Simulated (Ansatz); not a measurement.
**LiPtF3 (built on the sites of a database entry of KPdF3): a soft mode frozen in**

Aim: this structure of LiPtF3 (built on the sites of a database entry of KPdF3) is to be tested for unstable modes, and one is followed downhill.

Method: DFT LDA, scalar-relativistic, plane waves, PAW, in Ansatz 0.2.0.

The structure was built from a prototype and need not be the compound's stable phase.

### Step 1. The structure

Symmetry: Pm-3m, No. 221, cubic system. Conventional cell: a = 4.209 Å, b = 4.209 Å, c = 4.209 Å, α = 90.00°, β = 90.00°, γ = 90.00°. Li has 12 F at 2.98 Å nearest. Nearest to Pt lie 6 F at 2.10 Å. Nearest to F lie 2 Pt at 2.10 Å. Farther neighbours and most contacts between anions are not listed.

Coordinates:

```cif
data_structure
_symmetry_space_group_name_H-M 'Pm-3m'
_symmetry_Int_Tables_number 221
_cell_length_a 4.2089
_cell_length_b 4.2089
_cell_length_c 4.2089
_cell_angle_alpha 90.000
_cell_angle_beta 90.000
_cell_angle_gamma 90.000
_cell_volume 74.56
loop_
_atom_site_label
_atom_site_type_symbol
_atom_site_symmetry_multiplicity
_atom_site_Wyckoff_symbol
_atom_site_fract_x
_atom_site_fract_y
_atom_site_fract_z
_atom_site_occupancy
Li1 Li 1 b 0.50000 0.50000 0.50000 1
Pt1 Pt 1 a 0.00000 0.00000 0.00000 1
F1 F 3 d 0.00000 0.50000 0.00000 1
```

### Step 2. The dispersion

The cell comes from relaxations at this level that are not shown. Stability and thermal properties need the whole zone. Linear response on a 4×4×4 q mesh gives force constants as far as a supercell of that size would.

File input.yaml:

```yaml
crystal:
  lattice:
    - [4.2088759491, 0.0, 0.0]
    - [0.0, 4.2088759491, 0.0]
    - [0.0, 0.0, 4.2088759491]
  atoms:
    - { symbol: Li, position: [0.5, 0.5, 0.5] }
    - { symbol: Pt, position: [0.0, 0.0, 0.0] }
    - { symbol: F, position: [0.0, 0.5, 0.0] }
    - { symbol: F, position: [0.0, 0.0, 0.5] }
    - { symbol: F, position: [0.5, 0.0, 0.0] }
kpoints:
  mp_grid: { grid: [8, 8, 8] }
hamiltonian:
  xc: lda
scf:
  occupations: { method: methfessel_paxton, width: 0.2 }
output:
  eigenvalues: true
phonons:
  method: dfpt
  qmesh: [4, 4, 4]
  temperatures: { t_max: 1000, t_step: 50 }
  qpath:
    path:
      - [[0.0, 0.0, 0.0], [0.0, 0.5, 0.0], [0.5, 0.5, 0.0], [0.0, 0.0, 0.0], [0.5, 0.5, 0.5], [0.0, 0.5, 0.0]]
      - [[0.5, 0.5, 0.5], [0.5, 0.5, 0.0]]
    npoints: 10
```

Command:

```console
$ ansatz run input.yaml --threads 8 --pin off --max-ram 14336MiB --backend cpu --events-out ev --progress --plain --runs-dir out
```

Numbers of over 12 decimals in the logs are rounded to 6 here.

Log:

```text
Engine: ansatz 0.2.0, aarch64-unknown-linux-gnu
Pseudopotentials: kind: paw
Pseudopotential: Li, paw, valence charge 3, recommended cutoff 420 eV (normal), Li.paw.azcp
Pseudopotential: Pt, paw, valence charge 18, recommended cutoff 420 eV (normal), Pt.paw.azcp
Pseudopotential: F, paw, valence charge 7, recommended cutoff 420 eV (normal), F.paw.azcp
Functional definition: SPW92
  exchange = slater_x
  correlation = pw_c
Crystal: 5 atoms, lattice volume = 74.559 Å³
Basis set: ecut = 420 eV, 1419 PW (Γ), exchange–correlation on 60×60×60 points (8 copies of the dense FFT grid, shifted against one another)
Bands: 26, of which v1, the nominal top of the filled ones, is band 21 counted from 1 (20 counted from 0)
Symmetry: 48 space group operations
k-points: 35 of 512
Non-local potential: Li, projectors of the file, l = 0: 3, l = 1: 2, l = 2: 1
Non-local potential: Pt, projectors of the file, l = 0: 3, l = 1: 2, l = 2: 2, l = 3: 1
Non-local potential: F, projectors of the file, l = 0: 2, l = 1: 2, l = 2: 1
PAW form: soft (Blöchl's): semilocal exchange-correlation on the pseudo side does not see the compensation charge
PAW frozen core: Pt, regenerated for the run's functional, and the local potential with it (the file was generated under x = pbe(κ = 0.804, μ = 0.219515), c = pbe(β = 0.066725))
PAW frozen core: F, regenerated for the run's functional, and the local potential with it (the file was generated under x = pbe(κ = 0.804, μ = 0.219515), c = pbe(β = 0.066725))
PAW one-centre angular grid: Li, 110 points (default); XC on 64 Gauss nodes
PAW one-centre angular grid: Pt, 590 points (default); XC on 64 Gauss nodes
PAW one-centre angular grid: F, 110 points (default); XC on 64 Gauss nodes
Initial density: superposition of atomic densities (neutral atoms: chi_scale 0, normalization atom), corrected by the library's trained network
Initial wavefunctions: pseudopotential atomic-orbital guess
Functional: x = slater, c = lda
SCF iter   1: F=—  HF=-14825.586362 eV  |F-HF|=—  |Δ(HF+E_count)|=         —  Δρ=1.60e-2  dr2=1.33e-1  ethr=1.77e-3  ⟨swp⟩=5.1  Hψ=3408  notcnv=0
preconditioner: auto → none  [metal: Δε(μ)=0.050 eV  Ē_g=12.369 eV  σ=0.200 eV  W_gap=0.20  n_scr=18 (ndim 8)  ℏωp=24.3 eV  f_vac=0.284  D(μ)=0.78/eV (n_scr^D=0)  sad-step TF]
SCF iter   2: F=—  HF=-14825.549202 eV  |F-HF|=—  |Δ(HF+E_count)|=   3.72e-2  S|Δr|=    0.00e0  Δρ=3.99e-3  dr2=9.95e-3  ethr=3.17e-4  ⟨swp⟩=2.4  Hψ=1652  notcnv=0  defer=7
SCF iter   3: F=—  HF=-14825.547300 eV  |F-HF|=—  |Δ(HF+E_count)|=   1.90e-3  S|Δr|=    0.00e0  Δρ=2.49e-3  dr2=4.83e-3  ethr=2.37e-5  ⟨swp⟩=2.1  Hψ=1367  notcnv=0  defer=8
SCF iter   4: F=—  HF=-14825.546197 eV  |F-HF|=—  |Δ(HF+E_count)|=   1.10e-3  S|Δr|=    0.00e0  Δρ=1.06e-3  dr2=4.05e-4  ethr=1.15e-5  ⟨swp⟩=2.0  Hψ=1349  notcnv=0  defer=8
SCF iter   5: F=—  HF=-14825.546105 eV  |F-HF|=—  |Δ(HF+E_count)|=   9.20e-5  S|Δr|=    0.00e0  Δρ=1.96e-4  dr2=1.31e-5  ethr=9.65e-7  ⟨swp⟩=2.7  Hψ=1588  notcnv=0  defer=8
SCF iter   6: F=—  HF=-14825.546109 eV  |F-HF|=—  |Δ(HF+E_count)|=   3.75e-6  S|Δr|=    0.00e0  Δρ=1.61e-5  dr2=8.32e-8  ethr=3.12e-8  ⟨swp⟩=2.5  Hψ=1479  notcnv=0  defer=8
SCF iter   7: F=—  HF=-14825.546108 eV  |F-HF|=—  |Δ(HF+E_count)|=   1.25e-7  S|Δr|=    0.00e0  Δρ=1.18e-6  dr2=6.17e-10  ethr=1.98e-10  ⟨swp⟩=2.0  Hψ=1632  notcnv=0  defer=7
SCF iter   8: F=—  HF=-14825.546108 eV  |F-HF|=—  |Δ(HF+E_count)|=  5.78e-10  S|Δr|=    0.00e0  Δρ=1.64e-7  dr2=1.17e-11  ethr=1.47e-12  ⟨swp⟩=2.0  Hψ=1481  notcnv=0  defer=7
SCF iter   9: F=-14825.546108 eV  HF=-14825.546108 eV  |F-HF|=7.28e-12  |Δ(HF+E_count)|=  7.28e-12  S|Δr|=    0.00e0  Δρ=2.21e-8  dr2=1.98e-13  ethr=1.00e-12  ⟨swp⟩=6.3  Hψ=3486  notcnv=0
SCF 1 converged in 9 iterations: F = -14825.546108 eV  dr2 = 1.98e-13
  greatest PAW one-centre occupation: 1.000 electrons in one spin orbital (limit 2), on the Pt atom at site 1 (counted from 0), in its partial waves of l = 0
Initial density: read from a saved state, or passed on in memory by an earlier SCF of this step, an earlier step, the calling program or the single point that the run made first
iter 1 solved again at ethr=1.86e-7 eV; its pass at ethr=3.10e-3 eV (dr2=7.83e-5 eV) is discarded
SCF iter   1: F=—  HF=-14825.546115 eV  |F-HF|=—  |Δ(HF+E_count)|=         —  Δρ=6.54e-7  dr2=1.98e-10  ethr=1.86e-7  ⟨swp⟩=3.0  Hψ=5666  notcnv=0
eigensolver tolerance schedule: the retry pair's looser diagonalisation over-reported the residual by 395017.22 of it (diagonalisation noise at an unbounded share of the residual, at the tolerance the schedule requests for it); recorded, not acted on — ethr = c·dr2/N_el stays at c = 1.0e-1
preconditioner: auto → none  [metal: Δε(μ)=0.050 eV  Ē_g=12.517 eV  σ=0.200 eV  W_gap=0.21  n_scr=18 (ndim 8)  ℏωp=24.3 eV  f_vac=0.275  D(μ)=0.74/eV (n_scr^D=0)]
SCF iter   2: F=—  HF=-14825.546108 eV  |F-HF|=—  |Δ(HF+E_count)|=   6.76e-6  S|Δr|=    0.00e0  Δρ=6.92e-7  dr2=2.42e-10  ethr=1.00e-12  ⟨swp⟩=3.1  Hψ=2237  notcnv=0
SCF iter   3: F=—  HF=-14825.546108 eV  |F-HF|=—  |Δ(HF+E_count)|=  6.91e-11  S|Δr|=    0.00e0  Δρ=2.81e-7  dr2=3.91e-11  ethr=1.00e-12  ⟨swp⟩=1.9  Hψ=1233  notcnv=0
SCF iter   4: F=—  HF=-14825.546108 eV  |F-HF|=—  |Δ(HF+E_count)|=  1.09e-11  S|Δr|=    0.00e0  Δρ=1.99e-7  dr2=1.86e-11  ethr=1.00e-12  ⟨swp⟩=1.0  Hψ=910  notcnv=0
SCF iter   5: F=—  HF=-14825.546108 eV  |F-HF|=—  |Δ(HF+E_count)|=    0.00e0  S|Δr|=    0.00e0  Δρ=1.54e-7  dr2=1.11e-11  ethr=1.00e-12  ⟨swp⟩=2.0  Hψ=1502  notcnv=0
SCF iter   6: F=-14825.546108 eV  HF=-14825.546108 eV  |F-HF|=3.64e-12  |Δ(HF+E_count)|=  7.28e-12  S|Δr|=    0.00e0  Δρ=5.07e-8  dr2=1.17e-12  ethr=1.00e-12  ⟨swp⟩=2.0  Hψ=1787  notcnv=0
SCF 2 converged in 6 iterations: F = -14825.546108 eV  dr2 = 1.17e-12
phonons: the bands overlap, so this run is a metal and interpolates without the dipole-dipole term. If the crystal is really an insulator or semiconductor, its LO-TO splitting is missing
NSCF: frozen V_eff on 35 k-points
NSCF: frozen V_eff on 125 k-points
DFPT response loops at q = (0, 0, 0) (fractional): preconditioner auto → none (partly filled bands, converged f_vac=0.275); β = 0.50; Broyden in place of MSR1
NSCF: frozen V_eff on 400 k-points
DFPT response loops at q = (0, 0, 0.25) (fractional): mixed as the last ones told, above
NSCF: frozen V_eff on 250 k-points
DFPT response loops at q = (0, 0, -0.5) (fractional): mixed as the last ones told, above
NSCF: frozen V_eff on 640 k-points
DFPT response loops at q = (0, 0.25, 0.25) (fractional): mixed as the last ones told, above
NSCF: frozen V_eff on 400 k-points
DFPT response loops at q = (0, 0.25, -0.5) (fractional): mixed as the last ones told, above
NSCF: frozen V_eff on 250 k-points
DFPT response loops at q = (0, -0.5, -0.5) (fractional): mixed as the last ones told, above
NSCF: frozen V_eff on 1024 k-points
DFPT response loops at q = (0.25, 0.25, 0.25) (fractional): mixed as the last ones told, above
NSCF: frozen V_eff on 640 k-points
DFPT response loops at q = (0.25, 0.25, -0.5) (fractional): mixed as the last ones told, above
NSCF: frozen V_eff on 400 k-points
DFPT response loops at q = (0.25, -0.5, -0.5) (fractional): mixed as the last ones told, above
NSCF: frozen V_eff on 250 k-points
DFPT response loops at q = (-0.5, -0.5, -0.5) (fractional): mixed as the last ones told, above
SCF converged after 9 iterations
Stability not checked: this state was not tested for a lower state beside it, because cold or Methfessel-Paxton smearing, or corrected tetrahedra, fill the levels in a way that the test cannot read (fill_not_monotonic; see scf.lower_state_search)
Free energy (F): -14825.546108 eV
Harris-Foulkes:  -14825.546108 eV  (|F-HF|=7.28e-12)
Internal energy: -14825.547969 eV  (E = F + TS)
E sigma→0 (E₀):  -14825.546574 eV
Entropy (-TS):   0.001861 eV (0.372 meV/atom)
Fermi energy:    6.382456 eV
--- Per-component energies (eV) ---
  E_band       = -613.805985
  E_kinetic    = 1272.099590
  E_local      = -5277.141089  (includes V_loc(G=0)·N_el)
  E_nonlocal   = 405.061196
  E_hartree    = 2053.278229
  E_xc         = -500.831064
  E_vxc        = -614.060371  (∫ρ·V_xc dr)
  E_paw        = -9758.375330  (= ΣΔE_a)
  E_vpaw       = -506.327930  (= ΣTr[D̂ρ^β])
  E_aug_tail   = 0.006159  (compensation charges beyond the density's cutoff)
  E_ewald      = -3020.449283
  E_core_change = 0.803625  (= ΣΔE_core)
  E_smearing   = 0.001861  (= −TS)
  E_closure    = 0.000000  (closes the sum)
  Σ components = -14825.546108   (vs F -14825.546108, Δ=0.00e0)
--- Band table (eV; the first three rows and the last of 35) ---
  k-point 0: bands = [... 17 lower, 3.7755, 3.7755, 3.7755, 4.8811, 4.8811, 6.1481, 11.4932, 13.2093, ... 1 higher]
  k-point 1: bands = [... 17 lower, 3.7787, 3.9538, 3.9538, 4.8830, 5.2248, 6.4201, 11.4871, 12.6457, ... 1 higher]
  k-point 2: bands = [... 17 lower, 3.7866, 4.3439, 4.3439, 4.8874, 5.6857, 7.2690, 11.0356, 12.4420, ... 1 higher]
  k-point 34: bands = [... 17 lower, 5.4606, 5.4606, 5.4606, 8.4248, 8.4248, 10.6100, 11.9914, 11.9914, ... 1 higher]
--- Phonons (Γ-DFPT): 4 representative perturbations + reference (Σ response iterations 13) ---
  ASR residual: 1.809e-5 → 0.000e0 eV/Å²; symmetrization residual: 1.114e-6 eV/Å²
  ASR residual per site (eV/Å²): 6.81e-8 1.81e-5 1.69e-5 1.69e-5 1.69e-5
  Γ frequencies (cm⁻¹): -219.85 -219.85 -219.85 0.00 0.00 0.00 77.88 77.88 77.88 139.39 139.39 139.39 509.88 509.88 509.88
--- Phonons (arbitrary-q DFPT): 10 irreducible q on the 4×4×4 mesh ---
  q = [0.0000, 0.0000, 0.0000] (star 1, of the zone-centre solve; hermiticity 1.12e-7, symmetrization 7.46e-13): -219.85 -219.85 -219.85 -0.00 -0.00 0.00 77.88 77.88 77.88 139.39 139.39 139.39 509.88 509.88 509.88
  q = [0.0000, 0.0000, 0.2500] (star 6, 9 solved perturbations in 1560 linear systems a pass and spin channel, the states on 200 of 512 k-point pairs; hermiticity 1.68e-7, symmetrization 1.49e-13): -215.81 -215.81 -161.23 -32.96 -32.96 47.30 47.30 81.93 83.06 120.69 120.69 157.81 395.26 509.67 509.67
  q = [0.0000, 0.0000, -0.5000] (star 3, 9 solved perturbations in 975 linear systems a pass and spin channel, the states on 125 of 512 k-point pairs; hermiticity 2.22e-7, symmetrization 3.30e-13): -213.06 -213.06 -77.42 -77.42 -18.66 -18.66 18.55 82.71 90.08 98.24 98.24 202.36 232.45 509.30 509.30
  q = [0.0000, 0.2500, 0.2500] (star 12, 9 solved perturbations in 2460 linear systems a pass and spin channel, the states on 320 of 512 k-point pairs; hermiticity 1.43e-7, symmetrization 4.10e-14): -210.69 -204.33 -159.46 -61.11 -49.14 -45.76 47.95 71.07 86.78 99.85 158.49 163.83 350.61 424.26 509.49
  q = [0.0000, 0.2500, -0.5000] (star 12, 15 solved perturbations on 200 of 512 k-point pairs; hermiticity 2.04e-7, symmetrization 6.35e-13): -205.96 -199.66 -153.92 -103.61 -96.04 -67.16 46.87 65.67 76.98 112.22 169.02 206.05 211.40 401.06 509.14
  q = [0.0000, -0.5000, -0.5000] (star 3, 9 solved perturbations in 975 linear systems a pass and spin channel, the states on 125 of 512 k-point pairs; hermiticity 2.30e-7, symmetrization 3.39e-14): -196.73 -186.72 -186.72 -134.19 -114.91 -114.91 -46.99 58.96 123.62 123.62 175.41 212.42 212.42 282.65 508.76
  q = [0.2500, 0.2500, 0.2500] (star 8, 4 solved perturbations in 1376 linear systems a pass and spin channel, the states on 512 of 512 k-point pairs; hermiticity 1.17e-7, symmetrization 3.65e-13): -210.84 -210.84 -160.01 -72.76 -72.76 -65.25 21.17 79.91 79.91 148.07 148.07 166.28 350.53 350.53 447.06
  q = [0.2500, 0.2500, -0.5000] (star 12, 9 solved perturbations in 2460 linear systems a pass and spin channel, the states on 320 of 512 k-point pairs; hermiticity 1.47e-7, symmetrization 2.83e-13): -217.80 -194.71 -187.23 -117.21 -104.86 -76.99 71.14 87.13 109.20 116.59 164.86 201.43 202.76 343.78 437.45
  q = [0.2500, -0.5000, -0.5000] (star 6, 9 solved perturbations in 1560 linear systems a pass and spin channel, the states on 200 of 512 k-point pairs; hermiticity 1.70e-7, symmetrization 1.60e-13): -214.32 -208.76 -208.76 -134.43 -114.22 -114.22 92.46 99.89 126.46 126.46 160.79 199.57 199.57 234.77 417.97
  q = [-0.5000, -0.5000, -0.5000] (star 1, 4 solved perturbations in 350 linear systems a pass and spin channel, the states on 125 of 512 k-point pairs; hermiticity 1.12e-8, symmetrization 4.60e-13): -225.36 -225.36 -225.36 -134.68 -134.68 -134.68 140.51 140.51 140.51 163.83 163.83 179.39 179.39 179.39 365.70
  sum rule: each row above includes the acoustic sum rule's correction from the zone centre's row sums; it moved no ω² by more than (0.49 cm⁻¹)²
  mesh force constants: q→R imaginary residual 3.25e-19; ASR residual 1.809e-5 → 0.000e0 eV/Å²; symmetrization residual 1.066e-14 eV/Å²
  interpolated dispersion: 62 rows × 15 modes
  density of states and harmonic sums: on the 16×16×16 q-mesh, interpolated from the force constants of a 4×4×4 supercell (no non-analytic term)
  largest difference from the sums on the solved wave vectors: F 3.49e-2 eV, S 4.46e-5 and C_V 9.70e-6 eV/K
  zero-point energy: 0.112999 eV/cell   skipped modes (ω ≤ 0): 959, of them read as no rigid motion or as one in doubt: 956 (5.840e0 modes/cell left out, lowest -225.36 cm⁻¹)   left out of the sums: 3.89e-1 of the cell's modes: C_V's classical limit lies that fraction below 3 k_B per atom; for a crystal, a wire or a layer, F and S can be off by more, and a phonons.interpolated_qmesh denser along its periods is the remedy for the sampling
```

It took 11 min on 8 threads of Arm Neoverse N1, shared host; peak memory 2.3 GiB; 86 min of CPU time.

This step gave:

| Item | Value |
| --- | --- |
| volume per atom | 14.91 Å³ |
| gap on the k-mesh | 0 eV |
| sum-rule residual before enforcement | 1.81e-5 eV/Å² |
| lowest frequency on the path | -225.4 cm⁻¹ |
| point group | m-3m |
| highest frequency on the path or at a solved wavevector | 509.9 cm⁻¹ |
| highest optical mode at the zone centre (no LO-TO term) | 509.9 cm⁻¹ |
| lowest optical zone-centre mode | -219.8 cm⁻¹ |
| lowest mode on the q mesh (acoustic modes at Γ apart) | -225.4 cm⁻¹ |

Frequencies (cm⁻¹) solved at each irreducible wavevector; negative means imaginary. Frequencies by wavevector, by row:

```csv
q in reciprocal lattice units,star,mode 1,mode 2,mode 3,mode 4,mode 13,mode 14,mode 15
0 0 0,1,-219.8,-219.8,-219.8,0,509.9,509.9,509.9
0 0 0.25,6,-215.8,-215.8,-161.2,-33,395.3,509.7,509.7
0 0 -0.5,3,-213.1,-213.1,-77.4,-77.4,232.4,509.3,509.3
0 0.25 0.25,12,-210.7,-204.3,-159.5,-61.1,350.6,424.3,509.5
0 0.25 -0.5,12,-206,-199.7,-153.9,-103.6,211.4,401.1,509.1
0 -0.5 -0.5,3,-196.7,-186.7,-186.7,-134.2,212.4,282.6,508.8
0.25 0.25 0.25,8,-210.8,-210.8,-160,-72.8,350.5,350.5,447.1
0.25 0.25 -0.5,12,-217.8,-194.7,-187.2,-117.2,202.8,343.8,437.4
0.25 -0.5 -0.5,6,-214.3,-208.8,-208.8,-134.4,199.6,234.8,418
-0.5 -0.5 -0.5,1,-225.4,-225.4,-225.4,-134.7,179.4,179.4,365.7
```

Interpolated from a 4×4×4 q mesh. Phonon branches along the path, in cm⁻¹:

```
    point  branch 1  branch 2  branch 3  branch 4  branch 12  branch 13  branch 14  branch 15
        Γ      -220      -220      -220         0        139        510        510        510
  halfway      -216      -216      -161       -33        158        395        510        510
        X      -213      -213       -77       -77        202        232        509        509
  halfway      -206      -200      -154      -104        206        211        401        509
        M      -197      -187      -187      -134        212        212        283        509
  halfway      -211      -204      -160       -61        164        351        424        510
        Γ      -220      -220      -220         0        139        510        510        510
  halfway      -211      -211      -160       -73        166        350        350        447
        R      -225      -225      -225      -135        179        179        179        366
  halfway      -218      -195      -187      -117        201        203        344        438
        X      -213      -213       -77       -77        202        232        509        509
jump to R      -225      -225      -225      -135        179        179        179        366
  halfway      -214      -209      -209      -134        200        200        235        418
        M      -197      -187      -187      -134        212        212        283        509
```

Symmetry leaves 10 wavevectors to solve. The lowest mode among them, the acoustic zeros apart, lies at q = (-0.5, -0.5, -0.5) and is imaginary, 225.4i cm⁻¹, so the energy falls along it.

### Step 3. The mode frozen in, largest atomic shift 0 Å

The mode followed lies at q = (-0.5, -0.5, -0.5) with frequency 225.4i cm⁻¹ and is 3-fold degenerate, the softest among the wavevectors solved. At small amplitude the distorted cell has space group no. 74 by a symmetry search on the positions. The undistorted cell that holds it gives the zero of energy on the same k mesh.

System of this step: LiPtF3 (built on the sites of a database entry of KPdF3). It takes space group Pm-3m (No. 221, cubic). Conventional cell: a = 4.209 Å, b = 4.209 Å, c = 4.209 Å, α = 90.00°, β = 90.00°, γ = 90.00°. Li has 12 F at 2.98 Å nearest. Nearest to Pt lie 6 F at 2.10 Å. Nearest to F lie 2 Pt at 2.10 Å. Farther neighbours and most contacts between anions are not listed.

File input.yaml:

```yaml
crystal:
  lattice:
    - [4.2088759491, 4.2088759491, 0.0]
    - [4.2088759491, 0.0, 4.2088759491]
    - [4.2088759491, 0.0, -4.2088759491]
  atoms:
    - { symbol: Li, position: [0.5, 0.25, 0.75] }
    - { symbol: Li, position: [0.5, 0.75, 0.25] }
    - { symbol: Pt, position: [0.0, 0.0, 0.0] }
    - { symbol: Pt, position: [0.0, 0.5, 0.5] }
    - { symbol: F, position: [0.5, 0.75, 0.75] }
    - { symbol: F, position: [0.5, 0.25, 0.25] }
    - { symbol: F, position: [0.0, 0.25, 0.75] }
    - { symbol: F, position: [0.0, 0.75, 0.25] }
    - { symbol: F, position: [0.0, 0.25, 0.25] }
    - { symbol: F, position: [0.0, 0.75, 0.75] }
kpoints:
  mp_grid: { grid: [8, 8, 8] }
hamiltonian:
  xc: lda
scf:
  occupations: { method: methfessel_paxton, width: 0.2 }
output:
  forces: true
  stress: true
  eigenvalues: true
```

Log:

```text
[...]
Crystal: 10 atoms, lattice volume = 149.117 Å³
Basis set: ecut = 420 eV, 2891 PW (Γ)
Bands: 52, of which v1, the nominal top of the filled ones, is band 42 counted from 1 (41 counted from 0)
Symmetry: 96 space group operations
[...]
k-points: 29 of 512
[...]
k-point 0: bands = [... 38 lower, 4.8740, 5.4549, 5.4549, 5.4549, 6.1469, 8.4202, 8.4202, 10.6102, ... 6 higher]
  k-point 1: bands = [... 38 lower, 5.0336, 5.3952, 5.4048, 5.4048, 6.3313, 8.2795, 8.2795, 10.6099, ... 6 higher]
  k-point 2: bands = [... 38 lower, 5.2591, 5.2591, 5.4603, 5.4603, 6.8334, 7.8928, 7.8928, 10.1639, ... 6 higher]
  k-point 28: bands = [... 38 lower, 5.1206, 5.1206, 5.3374, 5.3374, 7.2701, 7.2701, 9.5997, 9.5997, ... 6 higher]
[key lines of the parts left out:]
SCF converged after 6 iterations
Free energy (F): -29651.054648 eV
Fermi energy:    6.386945 eV
P = ⅓ Tr σ = 0.0195 GPa (0.195 kbar)
```

The job ended after 2.8 s (8 threads; peak memory 0.68 GiB; 20 s of CPU time).

This step gave:

```yaml
pressure: 0.01953 GPa
energy_from_the_undistorted_cell: 0 meV/atom
```

The run ends at a pressure of 0.02 GPa.

[end of part 1 of 2]

[Logs are printed without paths, hosts, clocks, repeated set-up lines and the standing remarks that a program may print on its own settings, such as how far it seeks lower states.]

[Hosts, paths, dates, database ids (printed as entryN), source tags and the programs' standing remarks are cut or masked in the printed files.]
